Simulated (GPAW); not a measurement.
**Ballistic transport through an Al chain with two Mg atoms in line, cheap and dear**

How well does an Al chain with two Mg atoms in line conduct at low bias, and how far do basis and functional move the answer?

Calculated with GPAW 26.7.0; GPAW LCAO, PAW setups; Landauer transmission from Green's functions with principal layers (ASE), zero bias.

Report form: the programs' logs are mostly left out.

### 1. The structure

The cell holds 14 atoms: 12 Al and 2 Mg. Cell: a = 9.000 Å, b = 9.000 Å, c = 34.746 Å, α = 90.0°, β = 90.0°, γ = 90.0°. Regions: left lead, 6 atoms (6 Al); channel, 2 atoms (2 Mg); right lead, 6 atoms (6 Al). Vacuum lies along a and b. The structure is stacked along c, and the current runs across the ab planes.

### 2. Double-zeta polarised basis

The script solves lead and junction separately, takes H and S in the orbital basis, and joins semi-infinite leads through their self-energies; the dzp basis is the working standard.

Contents of run.py:

```python
import json
import numpy as np
from ase import Atoms
from ase.transport.calculators import TransportCalculator
from gpaw import GPAW, FermiDirac
from gpaw.lcao.tools import get_lcao_hamiltonian
from scipy.linalg import eigh

# The junction with lead layers at both ends, along the third cell vector
device = Atoms(
    ['Al', 'Al', 'Al', 'Al', 'Al', 'Al', 'Mg', 'Mg', 'Al', 'Al', 'Al', 'Al', 'Al', 'Al'],
    positions=[
        [4.50000, 4.50000, 1.20000],
        [4.50000, 4.50000, 3.60000],
        [4.50000, 4.50000, 6.00000],
        [4.50000, 4.50000, 8.40000],
        [4.50000, 4.50000, 10.80000],
        [4.50000, 4.50000, 13.20000],
        [4.50000, 4.50000, 15.87300],
        [4.50000, 4.50000, 18.87300],
        [4.50000, 4.50000, 21.54600],
        [4.50000, 4.50000, 23.94600],
        [4.50000, 4.50000, 26.34600],
        [4.50000, 4.50000, 28.74600],
        [4.50000, 4.50000, 31.14600],
        [4.50000, 4.50000, 33.54600]],
    cell=[[9.0, 0.0, 0.0], [0.0, 9.0, 0.0], [0.0, 0.0, 34.746]],
    pbc=True)

# One principal layer of the lead: the first 4 atoms of the device
lead = Atoms(
    ['Al', 'Al', 'Al', 'Al'],
    positions=[
        [4.50000, 4.50000, 1.20000],
        [4.50000, 4.50000, 3.60000],
        [4.50000, 4.50000, 6.00000],
        [4.50000, 4.50000, 8.40000]],
    cell=[[9.0, 0.0, 0.0], [0.0, 9.0, 0.0], [0.0, 0.0, 9.6]],
    pbc=True)

settings = dict(mode='lcao', basis='dzp', xc='PBE', h=0.2,
                occupations=FermiDirac(0.1), maxiter=250,
                mixer=dict(beta=0.1, nmaxold=8, weight=100.0),
                convergence=dict(density=0.0001))
energies = np.arange(-2, 2 + 1e-9, 0.05)
eta = 0.0001
n1, n2 = 1, 1
# k and -k transmit alike, so half of the mesh across the current serves
mesh = [(i, j) for i in range(n1) for j in range(n2) if (i, j) <= (-i % n1, -j % n2)]
weights = np.array([1 if (i, j) == (-i % n1, -j % n2) else 2 for i, j in mesh]) / (n1 * n2)

# [... helper functions left out ...]
fermi_lead = ground_state(lead, (1, 1, 12), 'lead.txt')
fermi_device = ground_state(device, (1, 1, 3), 'device.txt')
# [... loop over the mesh left out, but for ...]
        # Shift the lead onto the potential of the device's first layer
        shift = ((H[:, 0, 0] - H0[:, 0, 0]) / S0[0, 0]).real.mean()
# [...]
kT = 8.617333e-5 * 200
bias = [0.1, 0.2, 0.5, 1.0, 1.5, 2.0]
# [... integrals and printing left out ...]
```

On the command line:

```sh
> OMP_NUM_THREADS=1 OPENBLAS_NUM_THREADS=1 python run.py
```

Elapsed: 62 s, on 1 thread of Arm Neoverse V1, shared host; peak memory 1.1 GiB.

Numbers from this step:

```
conductance                                    : 0.1115 G₀
thermopower                                    : -12.13 μV/K
largest coupling past the next principal layer : 1.42e-15 eV
largest misfit of the first principal layer    : 0.04748 eV
shift that aligns the lead                     : 0.008910 eV
basis functions of the junction                : 194
basis functions of a principal layer           : 52
transmission at the Fermi level (one spin)     : 0.1128
```

One spin. Table of transmission, zone mean by energy, zero at the Fermi level:

energy (eV), transmission, zone mean and a bar:
```
    -2.00       1.00 ##########
    -1.90       1.00 ##########
    -1.80       0.99 ##########
    -1.70       0.98 ##########
    -1.55       0.91 #########
    -1.45       0.76 ########
    -1.35       0.42 ####
    -1.25       0.00 
    -1.15       0.00 
    -1.05       0.00 
    -0.90       0.00 
    -0.80       0.00 
    -0.70       0.00 
    -0.60       0.00 
    -0.50       0.00 
    -0.40       0.00 
    -0.25       0.02 
    -0.15       0.06 #
    -0.05       0.10 #
     0.00       0.11 #
     0.05       0.12 #
     0.15       0.14 #
     0.25       0.15 ##
     0.40       0.19 ##
     0.50       0.23 ##
     0.60       0.28 ###
     0.70       0.37 ####
     0.80       0.48 #####
     0.90       0.64 #######
     1.05       1.70 #################
     1.15       2.13 ######################
     1.25       2.43 #########################
     1.35       2.66 ###########################
     1.45       2.82 #############################
     1.55       2.91 ##############################
     1.70       2.94 ##############################
     1.80       2.93 ##############################
     1.90       2.90 ##############################
     2.00       2.86 #############################
```

Not self-consistent under bias; the bias window is split evenly. Table of current through one cell, from the zero-bias transmission by bias:

| bias (V) | current through one cell, from the zero-bias transmission (μA) |
| --- | --- |
| 0.100 | 0.859 |
| 0.200 | 1.69 |
| 0.500 | 3.90 |
| 1.000 | 7.56 |
| 1.500 | 13.6 |
| 2.000 | 27.4 |

Table of transmission of the three most open eigenchannels by energy, zero at the Fermi level:

| energy (eV) | channel 1 | channel 2 | channel 3 |
| --- | --- | --- | --- |
| -2.00 | 0.999 | 1.4e-12 | 0 |
| -1.85 | 0.997 | 1.4e-12 | 0 |
| -1.70 | 0.981 | 1.4e-12 | 0 |
| -1.60 | 0.944 | 1.3e-12 | 0 |
| -1.45 | 0.764 | 1.3e-12 | 0 |
| -1.30 | 0.0983 | 1.3e-12 | 0 |
| -1.15 | 7.4e-9 | 1.2e-12 | 0 |
| -1.05 | 4.7e-9 | 1.2e-12 | 0 |
| -0.90 | 3.7e-8 | 1.2e-12 | 0 |
| -0.75 | 2.2e-10 | 1.2e-12 | 0 |
| -0.60 | 3.3e-11 | 1.2e-12 | 0 |
| -0.50 | 1.5e-11 | 1.2e-12 | 0 |
| -0.35 | 0.00231 | 0.00231 | 6.6e-12 |
| -0.20 | 0.0180 | 0.0180 | 4.2e-12 |
| -0.05 | 0.0485 | 0.0485 | 3.5e-12 |
| 0.00 | 0.0564 | 0.0564 | 3.5e-12 |
| 0.05 | 0.0622 | 0.0622 | 3.6e-12 |
| 0.20 | 0.0731 | 0.0731 | 4.7e-12 |
| 0.35 | 0.0868 | 0.0868 | 8.1e-12 |
| 0.50 | 0.113 | 0.113 | 2.0e-11 |
| 0.60 | 0.142 | 0.142 | 4.8e-11 |
| 0.75 | 0.211 | 0.211 | 3.9e-10 |
| 0.90 | 0.322 | 0.322 | 5.7e-8 |
| 1.05 | 0.742 | 0.480 | 0.480 |
| 1.15 | 0.923 | 0.602 | 0.602 |
| 1.30 | 0.995 | 0.780 | 0.780 |
| 1.45 | 0.992 | 0.913 | 0.913 |
| 1.60 | 0.981 | 0.981 | 0.968 |
| 1.70 | 0.997 | 0.997 | 0.949 |
| 1.85 | 0.995 | 0.995 | 0.922 |
| 2.00 | 0.980 | 0.980 | 0.900 |

Couplings past the next layer reach 1.4e-15 eV, small enough to drop; the matrix elements of the cell's first layer differ from the bulk lead's by up to 0.047 eV. That layer keeps its own values in the calculation, and only beyond it is the lead taken as perfect. The Fermi levels of lead and junction count from different zeros of potential, one for each periodic cell; with both set to zero, the small remaining shift is what aligns them. By hand: G = 0.1115 × 77.48 μS = 8.64 μS, a resistance of 116 kΩ; at 0.1 V a linear junction would pass 0.864 μA, and the integral over the bias window gives 0.859 μA. Mott's formula, S = -(π²/3)(k_B²T/e) d ln T/dE, has the prefactor 4.89 μV/K·eV at 200 K; T = 0.09700 at -0.05 eV and 0.1243 at 0.05 eV give a slope of 2.48 per eV and S = -12.1 μV/K, beside -12.1 μV/K from the thermal integral, which interpolates the same grid.

### 3. Single-zeta polarised basis

The second zeta is dropped, the polarisation orbitals stay.

Edit run.py of step 2 so:

```diff
@@ -40,3 +40,3 @@
 
-settings = dict(mode='lcao', basis='dzp', xc='PBE', h=0.2,
+settings = dict(mode='lcao', basis='szp(dzp)', xc='PBE', h=0.2,
                 occupations=FermiDirac(0.1), maxiter=250,
```

The job ended after 47 s (1 thread; peak memory 1.1 GiB).

This step gave:

- conductance: 0.1028 G₀
- thermopower: -10.83 μV/K
- largest coupling past the next principal layer: 1.49e-15 eV
- largest misfit of the first principal layer: 0.06181 eV
- shift that aligns the lead: 0.01075 eV
- basis functions of the junction: 130
- basis functions of a principal layer: 36
- transmission at the Fermi level (one spin): 0.1040

One spin. Transmission, zone mean against energy, zero at the Fermi level:

energy (eV), transmission, zone mean and a bar:
```
    -2.00       1.00 ##########
    -1.85       1.00 ##########
    -1.70       0.98 ##########
    -1.60       0.92 #########
    -1.45       0.54 ######
    -1.30       0.00 
    -1.15       0.00 
    -1.05       0.00 
    -0.90       0.00 
    -0.75       0.00 
    -0.60       0.00 
    -0.50       0.00 
    -0.35       0.00 
    -0.20       0.03 
    -0.05       0.09 #
     0.00       0.10 #
     0.05       0.11 #
     0.20       0.13 #
     0.35       0.16 ##
     0.50       0.20 ##
     0.60       0.26 ###
     0.75       0.39 ####
     0.90       1.21 ############
     1.05       1.81 ##################
     1.15       2.12 ######################
     1.30       2.52 ##########################
     1.45       2.78 ############################
     1.60       2.91 ##############################
     1.70       2.94 ##############################
     1.85       2.93 ##############################
     2.00       2.89 #############################
```

Not self-consistent under bias; the bias window is split evenly. Table of current through one cell, from the zero-bias transmission by bias:

| bias (V) | current through one cell, from the zero-bias transmission (μA) |
| --- | --- |
| 0.100 | 0.792 |
| 0.200 | 1.56 |
| 0.500 | 3.56 |
| 1.000 | 6.84 |
| 1.500 | 12.3 |
| 2.000 | 32.7 |

Table of transmission of the three most open eigenchannels by energy, zero at the Fermi level:

| energy (eV) | channel 1 | channel 2 | channel 3 |
| --- | --- | --- | --- |
| -2.00 | 0.998 | 0 | 0 |
| -1.90 | 0.999 | 0 | 0 |
| -1.80 | 0.996 | 0 | 0 |
| -1.70 | 0.978 | 0 | 0 |
| -1.55 | 0.849 | 0 | 0 |
| -1.45 | 0.544 | 0 | 0 |
| -1.35 | 1.6e-7 | 0 | 0 |
| -1.25 | 1.0e-8 | 0 | 0 |
| -1.15 | 6.2e-9 | 0 | 0 |
| -1.05 | 8.0e-8 | 0 | 0 |
| -0.90 | 4.9e-10 | 0 | 0 |
| -0.80 | 9.2e-11 | 0 | 0 |
| -0.70 | 3.0e-11 | 0 | 0 |
| -0.60 | 1.3e-11 | 0 | 0 |
| -0.50 | 7.5e-12 | 0 | 0 |
| -0.40 | 4.9e-12 | 3.1e-12 | 3.1e-12 |
| -0.25 | 0.00952 | 0.00952 | 3.5e-12 |
| -0.15 | 0.0264 | 0.0264 | 3.3e-12 |
| -0.05 | 0.0455 | 0.0455 | 3.5e-12 |
| 0.00 | 0.0520 | 0.0520 | 3.8e-12 |
| 0.05 | 0.0566 | 0.0566 | 4.3e-12 |
| 0.15 | 0.0627 | 0.0627 | 6.0e-12 |
| 0.25 | 0.0688 | 0.0688 | 9.9e-12 |
| 0.40 | 0.0838 | 0.0838 | 3.1e-11 |
| 0.50 | 0.101 | 0.101 | 9.3e-11 |
| 0.60 | 0.128 | 0.128 | 4.6e-10 |
| 0.70 | 0.167 | 0.167 | 7.0e-9 |
| 0.80 | 0.224 | 0.224 | 0.204 |
| 0.90 | 0.612 | 0.301 | 0.301 |
| 1.05 | 0.891 | 0.458 | 0.458 |
| 1.15 | 0.964 | 0.580 | 0.580 |
| 1.25 | 0.993 | 0.702 | 0.702 |
| 1.35 | 0.999 | 0.810 | 0.810 |
| 1.45 | 0.991 | 0.895 | 0.895 |
| 1.55 | 0.978 | 0.952 | 0.952 |
| 1.70 | 0.993 | 0.993 | 0.954 |
| 1.80 | 0.999 | 0.999 | 0.939 |
| 1.90 | 0.996 | 0.996 | 0.924 |
| 2.00 | 0.990 | 0.990 | 0.911 |

The conductance, 0.103 G₀, lies 7.7 % below that of the dzp run.

### 4. GPAW, sz: basis = "sz(dzp)"

One function for each valence shell of the setup, as for a first survey of a large system.

Edit run.py of step 3 so:

```diff
@@ -40,3 +40,3 @@
 
-settings = dict(mode='lcao', basis='szp(dzp)', xc='PBE', h=0.2,
+settings = dict(mode='lcao', basis='sz(dzp)', xc='PBE', h=0.2,
                 occupations=FermiDirac(0.1), maxiter=250,
```

Run time: 30 s. Hardware: 1 thread; peak memory 1 GiB.

This step gave:

| Property | Result |
| --- | --- |
| conductance | 0.07971 G₀ |
| thermopower | -11.17 μV/K |
| largest coupling past the next principal layer | 9.58e-16 eV |
| largest misfit of the first principal layer | 0.07349 eV |
| shift that aligns the lead | 0.01570 eV |
| basis functions of the junction | 64 |
| basis functions of a principal layer | 16 |
| transmission at the Fermi level (one spin) | 0.08056 |

The conductance, 0.0797 G₀, lies 28 % below that of the dzp run.

### 5. revPBE in the dzp basis: xc = "revPBE"

Back in the dzp basis, the functional changes from PBE to revPBE, to set the spread between functionals beside that between bases.

Edit run.py of step 4 so:

```diff
@@ -40,3 +40,3 @@
 
-settings = dict(mode='lcao', basis='sz(dzp)', xc='PBE', h=0.2,
+settings = dict(mode='lcao', basis='dzp', xc='revPBE', h=0.2,
                 occupations=FermiDirac(0.1), maxiter=250,
```

It took 57 s on 1 thread; peak memory 1.1 GiB.

Numbers from this step:

```yaml
conductance: 0.1087 G₀
thermopower: -12.07 μV/K
largest_coupling_past_the_next_principal_layer: 1.20e-15 eV
largest_misfit_of_the_first_principal_layer: 0.04894 eV
shift_that_aligns_the_lead: 0.007652 eV
basis_functions_of_the_junction: 194
basis_functions_of_a_principal_layer: 52
transmission_at_the_fermi_level_one_spin: 0.1099
```

One spin. Table of transmission, zone mean by energy, zero at the Fermi level:

| energy (eV) | transmission, zone mean |
| --- | --- |
| -2.00 | 0.999 |
| -1.85 | 0.997 |
| -1.70 | 0.984 |
| -1.60 | 0.951 |
| -1.45 | 0.778 |
| -1.30 | 0.0761 |
| -1.15 | 6.8e-9 |
| -1.05 | 4.4e-9 |
| -0.90 | 2.5e-8 |
| -0.75 | 1.8e-10 |
| -0.60 | 2.8e-11 |
| -0.50 | 1.3e-11 |
| -0.35 | 0.00440 |
| -0.20 | 0.0356 |
| -0.05 | 0.0947 |
| 0.00 | 0.110 |
| 0.05 | 0.121 |
| 0.20 | 0.143 |
| 0.35 | 0.169 |
| 0.50 | 0.220 |
| 0.60 | 0.276 |
| 0.75 | 0.411 |
| 0.90 | 0.630 |
| 1.05 | 1.41 |
| 1.15 | 1.99 |
| 1.30 | 2.52 |
| 1.45 | 2.82 |
| 1.60 | 2.95 |
| 1.70 | 2.96 |
| 1.85 | 2.93 |
| 2.00 | 2.88 |

The conductance, 0.109 G₀, lies 2.5 % below that of the dzp run.

### 6. The ladder

Times are for 1 thread of Arm Neoverse V1, shared host. The runs compared:

| no. | run | conductance (G₀) | time | memory (GiB) |
| --- | --- | --- | --- | --- |
| 1 | dzp | 0.1115 | 62 s | 1.1 |
| 2 | szp | 0.1028 | 47 s | 1.1 |
| 3 | sz | 0.07971 | 30 s | 1 |
| 4 | dzp revPBE | 0.1087 | 57 s | 1.1 |

### 7. The levels side by side

The curves are compared point by point over the common energies.

This step: comparison of transmission and cost over codes and levels (GPAW 26.7.0).

Ladder, by row:

| step | code | T at the Fermi level (sum over the listed spins) | conductance (G0) | r.m.s. T(E) from the first | wall time (s) | peak memory (GiB) | threads |
| --- | --- | --- | --- | --- | --- | --- | --- |
| dzp | GPAW | 0.1128 | 0.1115 | 0 | 61.82 | 1.12 | 1 |
| szp | GPAW | 0.104 | 0.1028 | 0.1256 | 47.32 | 1.09 | 1 |
| sz | GPAW | 0.08056 | 0.07971 | 0.3059 | 30.42 | 1 | 1 |
| dzp-revPBE | GPAW | 0.1099 | 0.1087 | 0.07044 | 57.45 | 1.12 | 1 |

The transmission, zone mean, sum over the listed spins by energy, zero at the Fermi level:

| energy (eV) | dzp | szp | sz | dzp-revPBE |
| --- | --- | --- | --- | --- |
| -2.000 | 0.999 | 0.998 | 0.994 | 0.999 |
| -1.800 | 0.994 | 0.996 | 0.753 | 0.995 |
| -1.600 | 0.944 | 0.916 | 6.5e-9 | 0.951 |
| -1.400 | 0.630 | 0.213 | 1.0e-9 | 0.643 |
| -1.200 | 1.6e-8 | 6.5e-9 | 3.0e-8 | 1.5e-8 |
| -1.000 | 6.9e-9 | 1.8e-8 | 5.0e-11 | 6.6e-9 |
| -0.800 | 5.7e-10 | 9.2e-11 | 7.8e-12 | 4.7e-10 |
| -0.600 | 3.4e-11 | 1.3e-11 | 3.0e-12 | 2.8e-11 |
| -0.400 | 8.1e-10 | 1.1e-11 | 2.9e-4 | 9.9e-10 |
| -0.200 | 0.0360 | 0.0335 | 0.0267 | 0.0356 |
| 0.000 | 0.113 | 0.104 | 0.0806 | 0.110 |
| 0.200 | 0.146 | 0.131 | 0.105 | 0.143 |
| 0.400 | 0.188 | 0.168 | 0.140 | 0.183 |
| 0.600 | 0.283 | 0.255 | 0.218 | 0.276 |
| 0.800 | 0.485 | 0.651 | 0.966 | 0.473 |
| 1.000 | 1.39 | 1.63 | 1.64 | 0.949 |
| 1.200 | 2.29 | 2.27 | 2.21 | 2.20 |
| 1.400 | 2.75 | 2.71 | 2.66 | 2.74 |
| 1.600 | 2.93 | 2.91 | 2.86 | 2.95 |
| 1.800 | 2.93 | 2.94 | 2.86 | 2.95 |
| 2.000 | 2.86 | 2.89 | 2.77 | 2.88 |

### 8. Functional LDA: xc = "LDA"

The functional moves levels against the Fermi level.

This step: GPAW LCAO, PAW setups; Landauer transmission from Green's functions with principal layers (ASE), zero bias (GPAW 26.7.0).

Edit run.py of step 5 so:

```diff
@@ -40,3 +40,3 @@
 
-settings = dict(mode='lcao', basis='dzp', xc='revPBE', h=0.2,
+settings = dict(mode='lcao', basis='dzp', xc='LDA', h=0.2,
                 occupations=FermiDirac(0.1), maxiter=250,
```

The job ended after 50 s (1 thread; peak memory 1.1 GiB).

This step gave:

```yaml
conductance: 0.1147 G₀
thermopower: -12.35 μV/K
largest_coupling_past_the_next_principal_layer: 1.29e-15 eV
largest_misfit_of_the_first_principal_layer: 0.04613 eV
shift_that_aligns_the_lead: 0.01018 eV
transmission_at_the_fermi_level_one_spin: 0.1161
```

One spin. Table of transmission, zone mean by energy, zero at the Fermi level:

energy (eV), transmission, zone mean and a bar:
```
    -2.00       1.00 ##########
    -1.90       1.00 ##########
    -1.80       0.99 ##########
    -1.70       0.98 ##########
    -1.55       0.90 #########
    -1.45       0.76 ########
    -1.35       0.44 ####
    -1.25       0.00 
    -1.15       0.00 
    -1.05       0.00 
    -0.90       0.00 
    -0.80       0.00 
    -0.70       0.00 
    -0.60       0.00 
    -0.50       0.00 
    -0.40       0.00 
    -0.25       0.02 
    -0.15       0.06 #
    -0.05       0.10 #
     0.00       0.12 #
     0.05       0.13 #
     0.15       0.14 #
     0.25       0.16 ##
     0.40       0.19 ##
     0.50       0.23 ##
     0.60       0.29 ###
     0.70       0.38 ####
     0.80       0.50 #####
     0.90       1.18 ############
     1.05       1.91 ####################
     1.15       2.21 #######################
     1.25       2.46 #########################
     1.35       2.66 ###########################
     1.45       2.80 #############################
     1.55       2.88 ##############################
     1.70       2.92 ##############################
     1.80       2.90 ##############################
     1.90       2.87 ##############################
     2.00       2.84 #############################
```

Not self-consistent under bias; the bias window is split evenly. Table of current through one cell, from the zero-bias transmission by bias:

| bias (V) | current through one cell, from the zero-bias transmission (μA) |
| --- | --- |
| 0.100 | 0.884 |
| 0.200 | 1.74 |
| 0.500 | 4.01 |
| 1.000 | 7.81 |
| 1.500 | 14.0 |
| 2.000 | 33.0 |

[end of part 1 of 2]

[Logs are printed without paths, hosts, clocks, repeated set-up lines and the standing remarks that a program may print on its own settings, such as how far it seeks lower states.]

[Hosts, paths, dates, database ids (printed as entryN), source tags and the programs' standing remarks are cut or masked in the printed files.]
